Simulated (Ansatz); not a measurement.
# Is the response still linear at 0.3 V/Å? alpha-Ga2S3 ferroelectric layer bilayer, AB

The dipole of a slab grows in proportion to a weak field along its normal. Does the weak-field slope carry to a strong field?

**Method.** Ansatz 0.2.0, plane waves with PAW datasets (its set soft_2), PBE-D3(BJ); atoms held at their relaxed places, 18 Å of vacuum, dipole correction, cell area 11.25 Å², 18×18 k-points, smearing 0.02585 eV. Without field the slab has a gap of 0.39 eV.

```tsv
run	field (V/Å)	dipole (e·Å)
run 1	−0.10	−0.27165
run 2	0.00	−0.17807
run 3	0.10	−0.08370
run 4	0.30	?
```

**Question.** What value belongs in the row marked “?”, and how far can the other rows tell?

A least-squares line through the 3 rows shown has slope 0.939750 and intercept −0.177807; no row lies more than 0.00026 e·Å off it. A perfect conductor with that slope would be 180.95 × 0.93975 / 11.25 = 15.12 Å thick. At 0.30 it gives 0.939750 × 0.30 + (−0.177807) = 0.10412 e·Å, beyond the rows fitted. Rounding and scatter of the rows alone allow about ±0.00079 e·Å there.

The run itself gives 0.11533 e·Å: a miss of +0.01121 e·Å. That is 4.0 % of the induced dipole, a departure from the straight line; meanwhile the gap has gone from 0.39 eV to under 0.05 eV.

Caveats: Ions are held, so this is the electronic response. Of the series that stay linear within 1 %, this collection keeps about one in seven, and it keeps all that bend. With a small gap or none the response hangs on mesh and smearing, which were not varied here.

[Logs are printed without paths, hosts, clocks, repeated set-up lines and the standing remarks that a program may print on its own settings, such as how far it seeks lower states.]
